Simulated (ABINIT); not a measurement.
# Quasiparticle gap of KMgF3 (Pm-3m) in ABINIT, part 3 of 3

Aim: the G0W0 gap of KMgF3 (Pm-3m) on PBE, step by step.

ABINIT 10.8.3; PBE and many-body steps on it, plane waves. Known limits of the many-body steps: not at the basis limit; coarse k mesh.

So far. Step 4 (Empty states on the mesh, 2×2×2 mesh, 50 bands): On this mesh the gap is 7.354 eV. Step 5 (Screening, 2×2×2 mesh, 46 bands, screening to 87.1 eV): Local fields lower ε∞ by 6 %. On a Γ-centred mesh this coarse the value itself is usually too large, while a short band sum pulls it down.

**6. Self-energy, 2×2×2 mesh, 46 bands, screening to 87.1 eV**

The self-energy is evaluated for the states that the input lists, and the levels follow from it, in one-shot runs by the linearised quasiparticle equation.

This step: G0W0 on PBE, plane waves, norm-conserving pseudopotentials.

Contents of run.abi:

```
acell 3*1.0 Angstrom
rprim 
  3.985900000000 0.000000000000 0.000000000000
  0.000000000000 3.985900000000 0.000000000000
  0.000000000000 0.000000000000 3.985900000000
ntypat 3
znucl 19 12 9
natom 5
typat 1 2 3 3 3
xred 
  0.500000000000 0.500000000000 0.500000000000
  0.000000000000 0.000000000000 0.000000000000
  0.500000000000 0.000000000000 0.000000000000
  0.000000000000 0.500000000000 0.000000000000
  0.000000000000 0.000000000000 0.500000000000
pp_dirpath "pseudos"
pseudos "K.upf, Mg.upf, F.upf"
ecut 38
ngkpt 2 2 2
nshiftk 1
shiftk 0 0 0
kptopt 1
chksymbreak 0
istwfk *1
occopt 1
irdwfk 1
optdriver 4
nband 46
gwcalctyp 0
ecutsigx 38
symsigma 1
nkptgw 2
kptgw 
  0.5000000000 0.5000000000 0.5000000000
  0.0000000000 0.0000000000 0.0000000000
bdgw 
  18 23
  18 23
ecuteps 3.2
irdscr 1
ppmodel 1
indata_prefix "in"
outdata_prefix "out"
tmpdata_prefix "tmp"
```

The run is started by

```bash
$ OMP_NUM_THREADS=1 mpirun -n 4 abinit run.abi > log
```

Numbers of over 12 decimals in the logs are rounded to 6 here.

The program printed:

```text
.Version 10.8.3 of ABINIT. v10.8.2 released Aug 2026.

 Symmetries : space group Pm -3 m (#221); Bravais cP (primitive cubic)
[... echo of the input left out ...]
== DATASET  1 ==================================================================
-   mpi_nproc: 4, omp_nthreads: 1 (-1 if OMP is not activated)

--- !DatasetInfo
iteration_state: {dtset: 1, }
dimensions: {natom: 5, nkpt: 4, mband: 46, nsppol: 1, nspinor: 1, nspden: 1, mpw: 4801, }
cutoff_energies: {ecut:  38.0, pawecutdg:  -1.0, }
electrons: {nelect:   4.00000000E+01, charge:   0.00000000E+00, occopt:   1.00000000E+00, tsmear:   1.00000000E-02, }

 SIGMA: Calculation of the GW corrections

 Based on a program developped by R.W. Godby, V. Olevano, G. Onida, and L. Reining.
 Incorporated in ABINIT by V. Olevano, G.-M. Rignanese, and M. Torrent.
.Using double precision arithmetic ; gwpc =  8

[... cell and pseudopotentials left out ...]
--------------------------------------------------------------------------------

 ==== K-mesh for the wavefunctions ====
 Number of points in the irreducible wedge :     4
[... list of points left out ...]
 Together with 48 symmetry operations and time-reversal symmetry
 yields     8 points in the full Brillouin Zone.

 ==== Q-mesh for screening function ====
 Number of points in the irreducible wedge :     4
[... list of points left out ...]
 Together with 48 symmetry operations and time-reversal symmetry
 yields     8 points in the full Brillouin Zone.

 vcoul_init : cutoff-mode = AUXILIARY_FUNCTION
 q-points for optical limit:   1
     1)      0.000010    0.000020    0.000030
 setmesh: FFT mesh size selected  =    45x   45x   45
          total number of points  =        91125

 Number of electrons calculated from density =   40.0000; Expected =   40.0000
 average of density, n =  0.093602
 r_s =    1.3663
 omega_plasma =   29.5119 [eV]

 === KS Band Gaps ===
  >>>> For spin  1
   Minimum direct gap =   7.6793 [eV], located at k-point      :   0.0000  0.0000  0.0000
   Fundamental gap    =   7.3534 [eV], Top of valence bands at :   0.5000  0.5000  0.5000
                                       Bottom of conduction at :   0.0000  0.0000  0.0000
 SIGMA fundamental parameters:
 PLASMON POLE MODEL  1
 number of plane-waves for SigmaX                 4801
 number of plane-waves for SigmaC and W            123
 number of plane-waves for wavefunctions          4801
 number of bands                                    46
 number of independent spin polarizations            1
 number of spinorial components                      1
 number of k-points in IBZ                           4
 number of q-points in IBZ                           4
 number of symmetry operations                      48
 number of k-points in BZ                            8
 number of q-points in BZ                            8
 number of frequencies for dSigma/dE                 9
 frequency step for dSigma/dE [eV]                0.25
 number of omega for Sigma on real axis              0
 max omega for Sigma on real axis  [eV]           0.00
 zcut for avoiding poles [eV]                     0.10

 EPSILON^-1 parameters (SCR file):
 dimension of the eps^-1 matrix on file            123
 dimension of the eps^-1 matrix used               123
 number of plane-waves for wavefunctions          4801
 number of bands                                    46
 number of q-points in IBZ                           4
 number of frequencies                               2
 number of real frequencies                          1
 number of imag frequencies                          1

 matrix elements of self-energy operator (all in [eV])

 Perturbative Calculation

--- !SelfEnergy_ee
iteration_state: {dtset: 1, }
kpoint     : [   0.500,    0.500,    0.500, ]
spin       : 1
KS_gap     :   10.483
QP_gap     :   15.548
Delta_QP_KS:    5.064
data: !SigmaeeData |
     Band     E0 <VxcDFT>   SigX SigC(E0)      Z dSigC/dE  Sig(E)    E-E0       E
       18   0.825 -22.989 -30.354   4.902   0.829  -0.206 -25.031  -2.042  -1.217
       19   0.825 -22.989 -30.354   4.902   0.829  -0.206 -25.031  -2.042  -1.217
       20   0.825 -22.989 -30.354   4.902   0.829  -0.206 -25.031  -2.042  -1.217
       21  11.308 -11.314  -5.632  -2.328   0.901  -0.110  -8.292   3.023  14.331
       22  11.308 -11.314  -5.632  -2.328   0.901  -0.110  -8.292   3.023  14.331
       23  11.308 -11.314  -5.632  -2.328   0.901  -0.110  -8.292   3.023  14.331

--- !SelfEnergy_ee
iteration_state: {dtset: 1, }
kpoint     : [   0.000,    0.000,    0.000, ]
spin       : 1
KS_gap     :    7.679
QP_gap     :   11.783
Delta_QP_KS:    4.104
data: !SigmaeeData |
     Band     E0 <VxcDFT>   SigX SigC(E0)      Z dSigC/dE  Sig(E)    E-E0       E
       18   0.499 -22.809 -30.112   4.817   0.831  -0.204 -24.874  -2.064  -1.565
       19   0.499 -22.809 -30.112   4.817   0.831  -0.204 -24.874  -2.064  -1.565
       20   0.499 -22.809 -30.112   4.817   0.831  -0.204 -24.874  -2.064  -1.565
       21   8.179 -10.716  -6.020  -2.434   0.901  -0.109  -8.677   2.039  10.218
       22  10.942 -10.106  -4.678  -2.253   0.904  -0.106  -7.237   2.870  13.812
       23  10.942 -10.106  -4.678  -2.253   0.904  -0.106  -7.237   2.870  13.812

== END DATASET(S) ==============================================================
================================================================================

 -outvars: echo values of variables after computation  --------
           etotal      0.0000000000E+00
            nband          46
             nkpt           4
          spgroup         221
 [... the other variables as echoed above ...]

 Calculation completed.
```

It took 4.1 s on 4 MPI ranks of Arm Neoverse V1, shared host; peak memory 0.59 GiB.

This step gave:

```
G0W0 gap on the points computed              : 11.44 eV
starting gap on the mesh                     : 7.354 eV
k of the valence top                         : 0.5, 0.5, 0.5
k of the conduction bottom                   : 0, 0, 0
Z at the valence top                         : 0.829
Z at the conduction bottom                   : 0.901
least direct G0W0 gap on the computed points : 11.78 eV
```

The gap on the mesh goes from 7.35 eV to 11.44 eV, a correction of +4.08 eV.

Limits: finite bands, cutoff and mesh; coarse k mesh. v1 is the top filled band, c1 the lowest empty one. The levels before and after the correction (eV, zero at the valence-band top of each column):

```
           conduction bottom  valence top
Kohn-Sham               7.35         0.00
     G0W0              11.44         0.00
```

```
                         level  energy (eV)
Kohn-Sham  (0.5 0.5 0.5) v3-v1        0.000
Kohn-Sham  (0.5 0.5 0.5) c1-c3       10.483
Kohn-Sham              Γ v3-v1       -0.326
Kohn-Sham                 Γ c1        7.354
Kohn-Sham              Γ c2-c3       10.117
     G0W0  (0.5 0.5 0.5) v3-v1        0.000
     G0W0  (0.5 0.5 0.5) c1-c3       15.548
     G0W0              Γ v3-v1       -0.348
     G0W0                 Γ c1       11.435
     G0W0              Γ c2-c3       15.029
```

**7. Where the time went**

Times are wall times on 4 MPI ranks of Arm Neoverse V1, shared host, good to a factor of about two.

```
                          step   time  share  memory (GiB)
                  ground state   32 s   36 %          0.37
bands along the symmetry lines   38 s   43 %          0.36
      empty states on the mesh  9.3 s   11 %          0.28
                     screening  5.3 s    6 %          0.46
                   self-energy  4.1 s    5 %          0.59
```

**8. Results**

| Item | Value |
| --- | --- |
| PBE gap | 7.35 eV, indirect |
| G0W0 gap on the mesh | 11.44 eV |
| GW settings | 2×2×2 mesh, 46 bands, screening to 87.1 eV, Godby-Needs plasmon pole |
| known limits | not at the basis limit; coarse k mesh |

**Reading.** G0W0 moves the gap on the mesh from 7.35 eV to 11.44 eV (+4.08 eV), with Z of 0.83 and 0.90 at the edges. Local fields lower the RPA ε∞ on this mesh from 2.10 to 1.98; a Γ-centred mesh this coarse tends to raise both, most where the direct gap is narrow, while a short band sum lowers them. Only 2 of the mesh's irreducible points were corrected, so a valley elsewhere could overtake. Bands and cutoff are finite, so the gap is not at the basis limit. The miss can reach some tenths of an eV and take either sign; the mesh is an error of its own. In the G0W0 run levels were corrected at 2 k points alone, so a gap called «on the mesh» is the least over those, and an edge elsewhere would be missed. The 2×2×2 mesh is coarse for this cell, which bears on the long-range parts of exchange and screening. This is the ideal cubic cell; many perovskites, halides above all, are cubic only on average, and local tilts or off-centring can widen the gap.

[Paths, hosts, dates, memory and timing lines, banners, echoed tables and standing remarks are left out of the program output.]

[Logs are printed without paths, hosts, clocks, repeated set-up lines and the standing remarks that a program may print on its own settings, such as how far it seeks lower states.]

[Runs of the session that timed out or met a known fault of the program may be left out.]

[Hosts, paths, dates, database ids (printed as entryN), source tags and the programs' standing remarks are cut or masked in the printed files.]

[G0W0 gaps are taken among the corrected bands and points alone; a level outside them can change the order at an edge.]

[Where Ansatz stands beside ABINIT at settings called matched, ABINIT's density can come from a denser mesh and the files from another edition; pairs whose starting gaps differed by over 0.03 eV were left out, so agreement reads better than it is.]
